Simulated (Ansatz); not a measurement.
# Lattice dynamics of KAg (built on the sites of a database entry of CsAu), part 3 of 3

Wanted: phonon frequencies of KAg (built on the sites of a database entry of CsAu) and what follows from them.

Ansatz 0.2.0; DFT PBEsol, scalar-relativistic, plane waves, PAW.

So far. Step 4 (Tight relaxation): The forces vanish by symmetry and the pressure is 0.009 GPa, within the tolerances set. The cell now holds 31.60 Å³/atom. Step 5 (Zone-centre response): Before it was imposed, the acoustic sum rule was missed by 3.3e-5 eV/Å². Small misses are needed for a sound result but don't prove that mesh and cutoff are converged. The lowest optical mode is real, 105 cm⁻¹. The relaxed cell has a = 3.983 Å (conventional setting).

The structure was built from a prototype and need not be the compound's stable phase.

## 6. The dispersion (continued)

The partial phonon density of states has structure finer than the step of the table below, so its rows give means over 10 cm⁻¹, whole bins alone (the curve runs from -35.3 to 145 cm⁻¹). Peaks (cm⁻¹: height): Ag -10.3: 0.0223, 48.8: 0.0792; K 103.4: 0.0637, 122.7: 0.0978.

Phonopy on the run's constants, 15x15x15 mesh, Gaussian sigma 2.0 cm-1. Interpolated from a 2×2×2 q mesh, rough between the solved points. Table of partial phonon density of states by wavenumber; means over each step; values in 1/cm⁻¹/cell:

```
wavenumber (cm⁻¹)       Ag        K
              -30   9.2e-4   1.0e-4
              -20   0.0131  0.00143
              -10   0.0179  0.00193
                0  0.00340   4.1e-4
               10   0.0255  0.00352
               20   0.0400  0.00487
               30   0.0406  0.00357
               40   0.0513  0.00372
               50   0.0686  0.00274
               60   0.0161   2.4e-4
               70   8.0e-7        0
               80   5.0e-5  0.00376
               90  0.00267   0.0452
              100  0.00675   0.0608
              110  0.00495   0.0538
              120  0.00624   0.0815
              130  0.00187   0.0322
              140   1.0e-6   8.9e-5
```

Second derivatives of the energy by pair, one row for each kind of neighbour of each atom listed. Each entry sums the pair over the periodic images of the supercell that the q mesh stands for, and in a polar crystal it holds the long-range dipole part too. Force constants by pair, by row:

```
atom  neighbour  distance (Å)  third of the trace (eV/Å²)  along the pair's line (eV/Å²)
  K1     itself             0                       1.623                              –
  K1         Ag          3.45                     -0.1463                        -0.4379
  K1          K         3.983                     -0.1293                        -0.5291
  K1          K         5.633                      0.0021                        -0.0317
  K1          K         6.899                     -0.0712                        -0.0712
 Ag2     itself             0                      0.8281                              –
 Ag2          K          3.45                     -0.1463                        -0.4379
 Ag2         Ag         3.983                      0.1268                         0.4229
 Ag2         Ag         5.633                     -0.0108                        -0.0238
 Ag2         Ag         6.899                     -0.0059                        -0.0059
```

Symmetry leaves 4 wavevectors to solve. The lowest mode among them, the acoustic zeros apart, lies at q = (0, -0.5, -0.5) and is imaginary, 25.7i cm⁻¹, so the energy falls along it.

## 7. Isotope substitution, element Ag, natural mass 107.868 amu

An isotope changes the mass and not the force constants, so no new electronic calculation is needed; the shifts show which modes move this element.

The same force constants with the mass of Ag changed from 107.868 to 108.905 u (phonopy, no LO-TO term). Both lists are sorted by frequency; levels can cross, so a row need not hold one and the same mode. Modes under 3 cm⁻¹ are left out. Isotope shifts, by row:

| q | rank | natural mass (cm⁻¹) | changed mass (cm⁻¹) |
| --- | --- | --- | --- |
| 0 0 0 | 4 | 105.3 | 105.2 |
| 0 0 0 | 5 | 105.3 | 105.2 |
| 0 0 0 | 6 | 105.3 | 105.2 |
| 0 0 -0.5 | 1 | 32.99 | 32.83 |
| 0 0 -0.5 | 2 | 55.94 | 55.68 |
| 0 0 -0.5 | 3 | 55.94 | 55.68 |
| 0 0 -0.5 | 4 | 87.28 | 87.28 |
| 0 0 -0.5 | 5 | 87.28 | 87.28 |
| 0 0 -0.5 | 6 | 131.8 | 131.8 |
| 0 -0.5 -0.5 | 1 | -25.71 | -25.6 |
| 0 -0.5 -0.5 | 2 | -25.71 | -25.6 |
| 0 -0.5 -0.5 | 3 | 58.35 | 58.07 |
| 0 -0.5 -0.5 | 4 | 83.99 | 83.99 |
| 0 -0.5 -0.5 | 5 | 125 | 124.9 |
| 0 -0.5 -0.5 | 6 | 125 | 124.9 |
| -0.5 -0.5 -0.5 | 1 | 32.59 | 32.44 |
| -0.5 -0.5 -0.5 | 2 | 32.59 | 32.44 |
| -0.5 -0.5 -0.5 | 3 | 32.59 | 32.44 |
| -0.5 -0.5 -0.5 | 4 | 120.5 | 120.5 |
| -0.5 -0.5 -0.5 | 5 | 120.5 | 120.5 |
| -0.5 -0.5 -0.5 | 6 | 120.5 | 120.5 |

A mode of this element alone would shift by -0.48 %. The highest zone-centre frequency without the field goes from 105.3 to 105.2 cm⁻¹ (-0.1 %). The product of the frequency ratios over all optical modes at Γ is 0.996; the product rule, (m/m′)^(3k/2) (M′/M)^(3/2) with k = 1 such atoms and M the mass of the cell, gives 0.996.

## 8. Isotope substitution, element K, natural mass 39.0983 amu

The same for K, from 39.10 to 40.96 u.

The same force constants with the mass of K changed from 39.098 to 40.962 u (phonopy, no LO-TO term). Both lists are sorted by frequency; levels can cross, so a row need not hold one and the same mode. Modes under 3 cm⁻¹ are left out. Isotope shifts, by row:

| q | rank | natural mass (cm⁻¹) | changed mass (cm⁻¹) |
| --- | --- | --- | --- |
| 0 0 0 | 4 | 105.3 | 103.5 |
| 0 0 0 | 5 | 105.3 | 103.5 |
| 0 0 0 | 6 | 105.3 | 103.5 |
| 0 0 -0.5 | 1 | 32.99 | 32.99 |
| 0 0 -0.5 | 2 | 55.94 | 55.94 |
| 0 0 -0.5 | 3 | 55.94 | 55.94 |
| 0 0 -0.5 | 4 | 87.28 | 85.27 |
| 0 0 -0.5 | 5 | 87.28 | 85.27 |
| 0 0 -0.5 | 6 | 131.8 | 128.8 |
| 0 -0.5 -0.5 | 1 | -25.71 | -25.65 |
| 0 -0.5 -0.5 | 2 | -25.71 | -25.65 |
| 0 -0.5 -0.5 | 3 | 58.35 | 58.35 |
| 0 -0.5 -0.5 | 4 | 83.99 | 82.06 |
| 0 -0.5 -0.5 | 5 | 125 | 122.4 |
| 0 -0.5 -0.5 | 6 | 125 | 122.4 |
| -0.5 -0.5 -0.5 | 1 | 32.59 | 32.59 |
| -0.5 -0.5 -0.5 | 2 | 32.59 | 32.59 |
| -0.5 -0.5 -0.5 | 3 | 32.59 | 32.59 |
| -0.5 -0.5 -0.5 | 4 | 120.5 | 117.7 |
| -0.5 -0.5 -0.5 | 5 | 120.5 | 117.7 |
| -0.5 -0.5 -0.5 | 6 | 120.5 | 117.7 |

A mode of this element alone would shift by -2.30 %. The highest zone-centre frequency without the field goes from 105.3 to 103.5 cm⁻¹ (-1.7 %). The product of the frequency ratios over all optical modes at Γ is 0.950; the product rule, (m/m′)^(3k/2) (M′/M)^(3/2) with k = 1 such atoms and M the mass of the cell, gives 0.950.

## 9. Results

```yaml
space_group_after_relaxation_within_0p01_a: Pm-3m
volume_per_atom: 31.6 Å³
electronic_character: no gap on this mesh
highest_optical_mode_at_the_zone_centre_no_lo_to_term: 105 cm⁻¹
lowest_optical_zone_centre_mode: 105 cm⁻¹
lowest_mode_on_the_q_mesh_acoustic_modes_at_gamma_apart: -25.7 cm⁻¹
highest_frequency_on_the_path_or_at_a_solved_wavevector: 132 cm⁻¹
imaginary_modes_on_the_2x2x2_q_mesh: yes
```

In words: Modes are clearly imaginary (beyond 10i cm⁻¹) at 1 of the 4 irreducible wavevectors, most at q = (0, -0.5, -0.5) (25.7i cm⁻¹), so this structure is not a minimum of the energy. The optical modes at Γ form one degenerate level at 105 cm⁻¹. The highest mode in this list at Γ, 105.3 cm⁻¹, is mostly motion of K (73 % of the kinetic energy). The q mesh stands for a supercell only 8.0 Å across, so branches between the solved wavevectors are rough. With no gap, or one that is small against the smearing, the frequencies hang on the k mesh and the smearing, most of all near Kohn anomalies. The starting cell was built on a prototype and not taken from a measurement, so the phase need not exist. These are harmonic frequencies at zero temperature: anharmonic shifts, linewidths and thermal expansion are left out.

[Logs are printed without paths, hosts, clocks, repeated set-up lines and the standing remarks that a program may print on its own settings, such as how far it seeks lower states.]

[Hosts, paths, dates, database ids (printed as entryN), source tags and the programs' standing remarks are cut or masked in the printed files.]
